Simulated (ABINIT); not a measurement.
# Cl (Cmce): G0W0 in ABINIT against the k mesh

Aim: move the k mesh of a G0W0 run on Cl (Cmce) over a wide range.

Program: ABINIT 10.8.3. Level of theory: PBE and many-body steps on it, plane waves. Results are calculated unless marked as measured.

### 1. Starting point

Symmetry: Cmce, No. 64, orthorhombic system. The conventional cell has a = 6.290 Å, b = 4.500 Å, c = 8.210 Å, α = 90.00°, β = 90.00°, γ = 90.00°. Nearest to Cl lie 1 Cl at 2.02 Å.

The cell and positions come from the Crystallography Open Database and are kept as given unless a step says otherwise.

### 2. Empty states on the mesh, 4×4×2 mesh, 368 bands

This step: ABINIT 10.8.3; DFT, PBE, plane waves, norm-conserving pseudopotentials.

The sums over transitions need many empty states on a uniform mesh; this step solves for them.

File run.abi:

```
acell 3*1.0 Angstrom
rprim 
  3.145000000000 -2.250000000000 0.000000000000
  3.145000000000 2.250000000000 0.000000000000
  0.000000000000 0.000000000000 8.210000000000
ntypat 1
znucl 17
natom 4
typat 1 1 1 1
xred 
  0.870000000000 0.130000000000 0.100000000000
  0.630000000000 0.370000000000 0.600000000000
  0.130000000000 0.870000000000 0.900000000000
  0.370000000000 0.630000000000 0.400000000000
pp_dirpath "pseudos"
pseudos "Cl.upf"
ecut 25
ngkpt 4 4 2
nshiftk 1
shiftk 0 0 0
kptopt 1
chksymbreak 0
irdden 1
istwfk *1
nband 368
prtvol 0
optdriver 6
gwr_task "HDIAGO"
paral_kgb 0
occopt 1
indata_prefix "in"
outdata_prefix "out"
tmpdata_prefix "tmp"
```

Run with:

```sh
$ OMP_NUM_THREADS=1 mpirun -n 4 abinit run.abi > log
```

Numbers of over 12 decimals in the logs are rounded to 6 here.

Log:

```text
.Version 10.8.3 of ABINIT. v10.8.2 released Aug 2026.

 Symmetries : space group Cm c a (# 64); Bravais oC (1-face-center ortho.)
[... echo of the input left out ...]
== DATASET  1 ==================================================================
-   mpi_nproc: 4, omp_nthreads: 1 (-1 if OMP is not activated)

--- !DatasetInfo
iteration_state: {dtset: 1, }
dimensions: {natom: 4, nkpt: 14, mband: 368, nsppol: 1, nspinor: 1, nspden: 1, mpw: 4726, }
cutoff_energies: {ecut:  25.0, pawecutdg:  -1.0, }
[...]
Indirect band gap semiconductor
 Fundamental gap:     2.469 (eV)
   VBM:    -0.824 (eV) at k: [ 5.0000E-01,  5.0000E-01,  0.0000E+00]
   CBM:     1.645 (eV) at k: [ 0.0000E+00,  0.0000E+00,  0.0000E+00]
 Direct gap:         2.525 (eV) at k: [ 0.0000E+00,  0.0000E+00,  0.0000E+00]

== END DATASET(S) ==============================================================
================================================================================

 -outvars: echo values of variables after computation  --------
           etotal      0.0000000000E+00
            nband         368
             nkpt          14
          spgroup          64
 [... the other variables as echoed above ...]

 Calculation completed.
```

Run time: 3.7 min. Hardware: 4 MPI ranks of Arm Neoverse V2, shared host; peak memory 5.1 GiB.

Numbers from this step:

* gap: 2.469 eV
* k of the valence top: 0.5, 0.5, 0
* k of the conduction bottom: 0, 0, 0
* least direct gap: 2.525 eV
* k points computed: 14
* lowest point of the top converged band, above the valence top: 114.5408 eV

On this mesh the gap is 2.469 eV.

The density comes from a self-consistent run that is not shown.

### 3. Empty states on the mesh, 2×2×1 mesh, 111 bands

run.abi, as its differences from that of step 2:

```diff
@@ -17,3 +17,3 @@
 ecut 25
-ngkpt 4 4 2
+ngkpt 2 2 1
 nshiftk 1
@@ -22,10 +22,10 @@
 chksymbreak 0
+iscf -2
 irdden 1
 istwfk *1
-nband 368
+nband 111
+nbdbuf 10
+tolwfr 1e-09
+nstep 60
 prtvol 0
-optdriver 6
-gwr_task "HDIAGO"
-paral_kgb 0
-occopt 1
 indata_prefix "in"
```

Run with:

```sh
$ OMP_NUM_THREADS=1 mpirun -n 3 abinit run.abi > log
```

Log:

```text
.Version 10.8.3 of ABINIT. v10.8.2 released Aug 2026.

 Symmetries : space group Cm c a (# 64); Bravais oC (1-face-center ortho.)
[... echo of the input left out ...]
== DATASET  1 ==================================================================
-   mpi_nproc: 3, omp_nthreads: 1 (-1 if OMP is not activated)

--- !DatasetInfo
iteration_state: {dtset: 1, }
dimensions: {natom: 4, nkpt: 3, mband: 111, nsppol: 1, nspinor: 1, nspden: 1, mpw: 4676, }
cutoff_energies: {ecut:  25.0, pawecutdg:  -1.0, }
[...]
1.48100    1.53866    1.54060    1.54433    1.55707    1.56311    1.56991    1.57106
   1.58904    1.58996    1.59901    1.59923    1.60042    1.60063    1.63677    1.63964
   1.64306    1.65242    1.67894    1.68372    1.70064    1.70793    1.71910
 prteigrs : prtvol=0 or 1, do not print more k-points.

== END DATASET(S) ==============================================================
================================================================================

 -outvars: echo values of variables after computation  --------
            nband         111
             nkpt           3
          spgroup          64
 [... the other variables as echoed above ...]

 Calculation completed.
```

It took 12 s on 3 MPI ranks; peak memory 0.27 GiB; 36 s of CPU time.

This step gave:

```yaml
gap: 2.469 eV
k_of_the_valence_top: 0.5, 0.5, 0
k_of_the_conduction_bottom: 0, 0, 0
least_direct_gap: 2.525 eV
k_points_computed: 3
lowest_point_of_the_top_converged_band_above_the_valence_top: 43.76 eV
```

On this mesh the gap is 2.469 eV.

### 4. Empty states on the mesh, 4×4×1 mesh, 111 bands

run.abi, as its differences from that of step 3:

```diff
@@ -17,3 +17,3 @@
 ecut 25
-ngkpt 2 2 1
+ngkpt 4 4 1
 nshiftk 1
```

Run with:

```sh
$ OMP_NUM_THREADS=1 mpirun -n 4 abinit run.abi > log
```

Log:

```text
.Version 10.8.3 of ABINIT. v10.8.2 released Aug 2026.

 Symmetries : space group Cm c a (# 64); Bravais oC (1-face-center ortho.)
[... echo of the input left out ...]
== DATASET  1 ==================================================================
-   mpi_nproc: 4, omp_nthreads: 1 (-1 if OMP is not activated)

--- !DatasetInfo
iteration_state: {dtset: 1, }
dimensions: {natom: 4, nkpt: 7, mband: 111, nsppol: 1, nspinor: 1, nspden: 1, mpw: 4689, }
cutoff_energies: {ecut:  25.0, pawecutdg:  -1.0, }
[...]
1.48100    1.53866    1.54060    1.54433    1.55707    1.56311    1.56991    1.57106
   1.58904    1.58996    1.59901    1.59923    1.60042    1.60063    1.63677    1.63964
   1.64306    1.65242    1.67894    1.68372    1.70064    1.70793    1.71910
 prteigrs : prtvol=0 or 1, do not print more k-points.

== END DATASET(S) ==============================================================
================================================================================

 -outvars: echo values of variables after computation  --------
            nband         111
             nkpt           7
          spgroup          64
 [... the other variables as echoed above ...]

 Calculation completed.
```

Run time: 25 s. Hardware: 4 MPI ranks; peak memory 0.38 GiB; 99 s of CPU time.

Numbers from this step:

```yaml
gap: 2.469 eV
k_of_the_valence_top: 0.5, 0.5, 0
k_of_the_conduction_bottom: 0, 0, 0
least_direct_gap: 2.525 eV
k_points_computed: 7
lowest_point_of_the_top_converged_band_above_the_valence_top: 43.76 eV
```

On this mesh the gap is 2.469 eV.

### 5. Empty states on the mesh, 6×6×4 mesh, 111 bands

run.abi, as its differences from that of step 4:

```diff
@@ -17,3 +17,3 @@
 ecut 25
-ngkpt 4 4 1
+ngkpt 6 6 4
 nshiftk 1
```

Log:

```text
.Version 10.8.3 of ABINIT. v10.8.2 released Aug 2026.

 Symmetries : space group Cm c a (# 64); Bravais oC (1-face-center ortho.)
[... echo of the input left out ...]
== DATASET  1 ==================================================================
-   mpi_nproc: 4, omp_nthreads: 1 (-1 if OMP is not activated)

--- !DatasetInfo
iteration_state: {dtset: 1, }
dimensions: {natom: 4, nkpt: 39, mband: 111, nsppol: 1, nspinor: 1, nspden: 1, mpw: 4726, }
cutoff_energies: {ecut:  25.0, pawecutdg:  -1.0, }
[...]
1.48100    1.53866    1.54060    1.54433    1.55707    1.56311    1.56991    1.57106
   1.58904    1.58996    1.59901    1.59923    1.60042    1.60063    1.63677    1.63964
   1.64306    1.65242    1.67894    1.68372    1.70064    1.70793    1.71910
 prteigrs : prtvol=0 or 1, do not print more k-points.

== END DATASET(S) ==============================================================
================================================================================

 -outvars: echo values of variables after computation  --------
            nband         111
             nkpt          39
          spgroup          64
 [... the other variables as echoed above ...]

 Calculation completed.
```

Elapsed: 1.8 min, on 4 MPI ranks; peak memory 0.63 GiB; 7.4 min of CPU time.

Numbers from this step:

```
gap                                                           : 2.469 eV
k of the valence top                                          : 0.5, 0.5, 0
k of the conduction bottom                                    : 0, 0, 0
least direct gap                                              : 2.525 eV
k points computed                                             : 39
lowest point of the top converged band, above the valence top : 43.64 eV
```

On this mesh the gap is 2.469 eV.

### 6. Screening, 2×2×1 mesh, 101 bands, screening to 130.6 eV

The RPA dielectric matrix is built and inverted for each q.

This step: RPA screening on PBE, plane waves, norm-conserving pseudopotentials.

run.abi, as its differences from that of step 5:

```diff
@@ -17,3 +17,3 @@
 ecut 25
-ngkpt 6 6 4
+ngkpt 2 2 1
 nshiftk 1
@@ -22,10 +22,11 @@
 chksymbreak 0
-iscf -2
-irdden 1
 istwfk *1
-nband 111
-nbdbuf 10
-tolwfr 1e-09
-nstep 60
-prtvol 0
+occopt 1
+irdwfk 1
+optdriver 3
+nband 101
+ecuteps 4.8
+inclvkb 2
+awtr 1
+symchi 1
 indata_prefix "in"
```

Log:

```text
.Version 10.8.3 of ABINIT. v10.8.2 released Aug 2026.

 Symmetries : space group Cm c a (# 64); Bravais oC (1-face-center ortho.)
[... echo of the input left out ...]
== DATASET  1 ==================================================================
-   mpi_nproc: 4, omp_nthreads: 1 (-1 if OMP is not activated)

--- !DatasetInfo
iteration_state: {dtset: 1, }
dimensions: {natom: 4, nkpt: 3, mband: 101, nsppol: 1, nspinor: 1, nspden: 1, mpw: 4676, }
cutoff_energies: {ecut:  25.0, pawecutdg:  -1.0, }
electrons: {nelect:   2.80000000E+01, charge:   0.00000000E+00, occopt:   1.00000000E+00, tsmear:   1.00000000E-02, }

 SCREENING: Calculation of the susceptibility and dielectric matrices

 Based on a program developped by R.W. Godby, V. Olevano, G. Onida, and L. Reining.
 Incorporated in ABINIT by V. Olevano, G.-M. Rignanese, and M. Torrent.
.Using double precision arithmetic ; gwpc =  8

[... cell and pseudopotentials left out ...]
--------------------------------------------------------------------------------

 ==== K-mesh for the wavefunctions ====
 Number of points in the irreducible wedge :     3
[... list of points left out ...]
 Together with  8 symmetry operations and time-reversal symmetry
 yields     4 points in the full Brillouin Zone.

 ==== Q-mesh for the screening function ====
 Number of points in the irreducible wedge :     3
[... list of points left out ...]
 Together with  8 symmetry operations and time-reversal symmetry
 yields     4 points in the full Brillouin Zone.

 setmesh: FFT mesh size selected  =    24x   24x   54
          total number of points  =        31104

 vcoul_init : cutoff-mode = AUXILIARY_FUNCTION
 q-points for optical limit:   1
     1)      0.000010    0.000020    0.000030

- screening: taking advantage of time-reversal symmetry
- Maximum band index for partially occupied states nbvw = 14
- Remaining bands to be divided among processors   nbcw = 87
- Number of bands treated by each node ~21

 Number of electrons calculated from density =   28.0000; Expected =   28.0000
 average of density, n =  0.035710
 r_s =    1.8838
 omega_plasma =   18.2284 [eV]

 calculating chi0 at frequencies [eV] :
  1    0.000000E+00    0.000000E+00
  2    0.000000E+00    1.822838E+01

--------------------------------------------------------------------------------
  q-point number  1        q = ( 0.000000, 0.000000, 0.000000) [r.l.u.]
--------------------------------------------------------------------------------
[... chi0 elements left out ...]
 For q-point:  0.000010 0.000020 0.000030
  dielectric constant =   2.5811
  dielectric constant without local fields =   3.2085

  Average fulfillment of the sum rule on Im[epsilon] for q-point    1 :     66.04  [%]
[... wings left out ...]
  q-point number  2        q = ( 0.500000, 0.000000, 0.000000) [r.l.u.]
--------------------------------------------------------------------------------
[... chi0 elements left out ...]
  Average fulfillment of the sum rule on Im[epsilon] for q-point    2 :     66.64  [%]

 [... 1 further q-points ...]
```

Run time: 5.4 s. Hardware: 4 MPI ranks; peak memory 0.56 GiB; 21 s of CPU time.

Numbers from this step:

```yaml
eps_infinity_with_local_fields_on_this_mesh_along_the_program_s_q_direction: 2.581
the_same_without_local_fields: 3.208
plasma_frequency: 18.23 eV
plane_waves_in_the_screening_matrix: 403
```

Local fields lower ε∞ by 20 %. On a Γ-centred mesh this coarse the value itself is usually too large, while a short band sum pulls it down.

### 7. 2×2×1

This step: G0W0 on PBE, plane waves, norm-conserving pseudopotentials.

run.abi, as its differences from that of step 6:

```diff
@@ -25,8 +25,17 @@
 irdwfk 1
-optdriver 3
+optdriver 4
 nband 101
+gwcalctyp 0
+ecutsigx 25
+symsigma 1
+nkptgw 2
+kptgw 
+  0.5000000000 0.5000000000 0.0000000000
+  0.0000000000 0.0000000000 0.0000000000
+bdgw 
+  13 16
+  13 16
 ecuteps 4.8
-inclvkb 2
-awtr 1
-symchi 1
+irdscr 1
+ppmodel 1
 indata_prefix "in"
```

Log:

```text
.Version 10.8.3 of ABINIT. v10.8.2 released Aug 2026.

 Symmetries : space group Cm c a (# 64); Bravais oC (1-face-center ortho.)
[... echo of the input left out ...]
== DATASET  1 ==================================================================
-   mpi_nproc: 4, omp_nthreads: 1 (-1 if OMP is not activated)

--- !DatasetInfo
iteration_state: {dtset: 1, }
dimensions: {natom: 4, nkpt: 3, mband: 101, nsppol: 1, nspinor: 1, nspden: 1, mpw: 4676, }
cutoff_energies: {ecut:  25.0, pawecutdg:  -1.0, }
electrons: {nelect:   2.80000000E+01, charge:   0.00000000E+00, occopt:   1.00000000E+00, tsmear:   1.00000000E-02, }

 SIGMA: Calculation of the GW corrections

 Based on a program developped by R.W. Godby, V. Olevano, G. Onida, and L. Reining.
 Incorporated in ABINIT by V. Olevano, G.-M. Rignanese, and M. Torrent.
.Using double precision arithmetic ; gwpc =  8

[... cell and pseudopotentials left out ...]
--------------------------------------------------------------------------------

 ==== K-mesh for the wavefunctions ====
 Number of points in the irreducible wedge :     3
[... list of points left out ...]
 Together with  8 symmetry operations and time-reversal symmetry
 yields     4 points in the full Brillouin Zone.

 ==== Q-mesh for screening function ====
 Number of points in the irreducible wedge :     3
[... list of points left out ...]
 Together with  8 symmetry operations and time-reversal symmetry
 yields     4 points in the full Brillouin Zone.

 vcoul_init : cutoff-mode = AUXILIARY_FUNCTION
 q-points for optical limit:   1
     1)      0.000010    0.000020    0.000030
 setmesh: FFT mesh size selected  =    36x   36x   72
          total number of points  =        93312

 Number of electrons calculated from density =   28.0000; Expected =   28.0000
 average of density, n =  0.035710
 r_s =    1.8838
 omega_plasma =   18.2284 [eV]

 === KS Band Gaps ===
  >>>> For spin  1
   Minimum direct gap =   2.5251 [eV], located at k-point      :   0.0000  0.0000  0.0000
   Fundamental gap    =   2.4691 [eV], Top of valence bands at :   0.5000  0.5000  0.0000
                                       Bottom of conduction at :   0.0000  0.0000  0.0000
 SIGMA fundamental parameters:
 PLASMON POLE MODEL  1
 number of plane-waves for SigmaX                 4675
 number of plane-waves for SigmaC and W            403
 number of plane-waves for wavefunctions          4675
 number of bands                                   101
 number of independent spin polarizations            1
 number of spinorial components                      1
 number of k-points in IBZ                           3
 number of q-points in IBZ                           3
 number of symmetry operations                       8
 number of k-points in BZ                            4
 number of q-points in BZ                            4
 number of frequencies for dSigma/dE                 9
 frequency step for dSigma/dE [eV]                0.25
 number of omega for Sigma on real axis              0
 max omega for Sigma on real axis  [eV]           0.00
 zcut for avoiding poles [eV]                     0.10

 EPSILON^-1 parameters (SCR file):
 dimension of the eps^-1 matrix on file            403
 dimension of the eps^-1 matrix used               403
 number of plane-waves for wavefunctions          4675
 number of bands                                   101
 number of q-points in IBZ                           3
 number of frequencies                               2
 number of real frequencies                          1
 number of imag frequencies                          1

 matrix elements of self-energy operator (all in [eV])

 Perturbative Calculation

--- !SelfEnergy_ee
iteration_state: {dtset: 1, }
kpoint     : [   0.500,    0.500,    0.000, ]
spin       : 1
KS_gap     :    2.546
QP_gap     :    5.869
Delta_QP_KS:    3.323
data: !SigmaeeData |
     Band     E0 <VxcDFT>   SigX SigC(E0)      Z dSigC/dE  Sig(E)    E-E0       E
       13  -1.186 -14.313 -18.800   2.751   0.789  -0.268 -15.682  -1.370  -2.556
       14  -0.824 -14.675 -19.177   2.705   0.794  -0.259 -16.102  -1.427  -2.251
       15   1.722 -14.114  -8.873  -2.852   0.794  -0.260 -12.218   1.896   3.618
       16   1.912 -14.252  -8.988  -2.836   0.792  -0.263 -12.329   1.923   3.836

--- !SelfEnergy_ee
iteration_state: {dtset: 1, }
kpoint     : [   0.000,    0.000,    0.000, ]
spin       : 1
KS_gap     :    2.525
QP_gap     :    5.807
Delta_QP_KS:    3.282
data: !SigmaeeData |
     Band     E0 <VxcDFT>   SigX SigC(E0)      Z dSigC/dE  Sig(E)    E-E0       E
       13  -0.970 -14.514 -19.161   2.794   0.793  -0.261 -15.984  -1.470  -2.440
       14  -0.880 -14.710 -19.341   2.816   0.792  -0.263 -16.148  -1.438  -2.318
       15   1.645 -13.986  -8.835  -2.833   0.795  -0.257 -12.142   1.844   3.489
       16   2.208 -14.636  -9.171  -2.939   0.788  -0.269 -12.646   1.990   4.198

== END DATASET(S) ==============================================================
================================================================================

 -outvars: echo values of variables after computation  --------
           etotal      0.0000000000E+00
            nband         101
             nkpt           3
          spgroup          64
 [... the other variables as echoed above ...]

 Calculation completed.
```

The job ended after 5.2 s (4 MPI ranks; peak memory 0.61 GiB).

Numbers from this step:

```
G0W0 gap on the points computed              : 5.74 eV
starting gap on the mesh                     : 2.469 eV
k of the valence top                         : 0.5, 0.5, 0
k of the conduction bottom                   : 0, 0, 0
Z at the valence top                         : 0.794
Z at the conduction bottom                   : 0.795
least direct G0W0 gap on the computed points : 5.807 eV
```

(Part 1 of 2 ends here.)

[Paths, hosts, dates, memory and timing lines, banners, echoed tables and standing remarks are left out of the program output.]

[Logs are printed without paths, hosts, clocks, repeated set-up lines and the standing remarks that a program may print on its own settings, such as how far it seeks lower states.]

[Runs of the session that timed out or met a known fault of the program may be left out.]

[Hosts, paths, dates, database ids (printed as entryN), source tags and the programs' standing remarks are cut or masked in the printed files.]

[G0W0 gaps are taken among the corrected bands and points alone; a level outside them can change the order at an edge.]

[Where Ansatz stands beside ABINIT at settings called matched, ABINIT's density can come from a denser mesh and the files from another edition; pairs whose starting gaps differed by over 0.03 eV were left out, so agreement reads better than it is.]
